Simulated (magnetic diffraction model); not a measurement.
# FeB2H6: what an assumed order does to the neutron pattern

Space group P2_1/c (no. 14), a = 4.2350 Å, b = 6.7330 Å, c = 7.9690 Å, β = 120.53°.

| site | atom | x | y | z |
| --- | --- | --- | --- | --- |
| 2a | Fe | 0 | 0 | 0 |
| 4e | B | 0.8674 | 0.8130 | 0.8165 |
| 4e | H | 0.8029 | 0.6665 | 0.8576 |
| 4e | H | 0.0636 | 0.7770 | 0.7708 |
| 4e | H | 0.6049 | 0.8448 | 0.6708 |

The compound is invented for this exercise: a known structure type with other elements, its cell scaled to their sizes and not relaxed.

Only Fe is taken to order (form factors of Fe2+); orders and moment sizes are assumed, and not adapted to the symmetry. Radiation: neutrons of λ = 2.0775 Å (absorption by B left out), 1.5° to 55°; isotropic B of 0.24 Å² (Fe), 0.29 Å² (B) and 0.28 Å² (H). The intensities are simulated: I ∝ L Σ (|F_N|² + |F_M⊥|²) for unpolarised neutrons, with F_M = 2.695 fm/μB × Σ f(s) S exp(2πi Q·r) exp(−B s²) at Q = H ± k (one set where k and −k are equivalent), only the part normal to Q counting and L = 1/(sin²θ cos θ). For a modulated order the moment at position r is S exp(−2πi k·r) + c.c., with S = m/2 for a sine wave of amplitude m and S = m(u + iv)/2 for moments turning in a plane, u and v being orthogonal unit vectors in it; the phase factor of the sum at Q = H + k is then exp(2πi H·r). Form factors are spin-only for 3d ions and dipole or tabulated for f ions, scattering lengths are Sears's of 1992, and absorption is left out. A label names one of the reflections at its angle. The strongest nuclear line in the range is 100, and lines under 0.2 are left out.

Assume the order k = (1/3 0 0), a sine wave with moments along [010] (amplitudes given), 1.36 μB on Fe; signs + at (0, 0, 0), + at (0, 1/2, 1/2).

Q: Where does magnetic intensity appear, and how strong is it?

```csv
2θ (°),index,nuclear,magnetic
10.89,(1/3 0 0),0.0,3.5
21.89,(2/3 0 0),0.0,0.8
23.40,(1/3 1 -1),0.0,0.6
24.96,(0 1 1),100.0,0.0
26.76,(2/3 1 -1),0.0,0.5
30.52,(2/3 0 -2),0.0,0.4
30.75,(1/3 1 1),0.0,0.5
31.00,(1/3 0 -2),0.0,0.3
33.09,(1 0 0),21.6,0.0
33.70,(1 1 -1),43.0,0.0
33.93,(1 0 -2),17.6,0.0
35.23,(0 0 2),25.9,0.0
35.94,(0 2 0),25.9,0.0
38.54,(1 1 -2),0.3,0.0
39.09,(2/3 1 1),0.0,0.3
39.72,(0 1 2),3.2,0.0
40.20,(0 2 1),2.0,0.0
42.69,(4/3 1 -1),0.0,0.2
48.94,(1 1 1),4.2,0.0
49.65,(1 2 0),11.9,0.0
50.16,(1 1 -3),11.5,0.0
50.26,(1 2 -2),2.6,0.0
51.22,(0 2 2),3.2,0.0
```

The strongest magnetic line in the range is (1/3 0 0) at 10.89° (3.5). On top of the Lorentz factor, which all lines share, magnetic lines fade with angle because f falls: for Fe2+ it is 0.90, 0.68, 0.45 and 0.15 at sin θ/λ = 0.1, 0.2, 0.3 and 0.5 Å⁻¹, while nuclear lengths stay constant. The order has no net moment.

[Logs are printed without paths, hosts, clocks, repeated set-up lines and the standing remarks that a program may print on its own settings, such as how far it seeks lower states.]
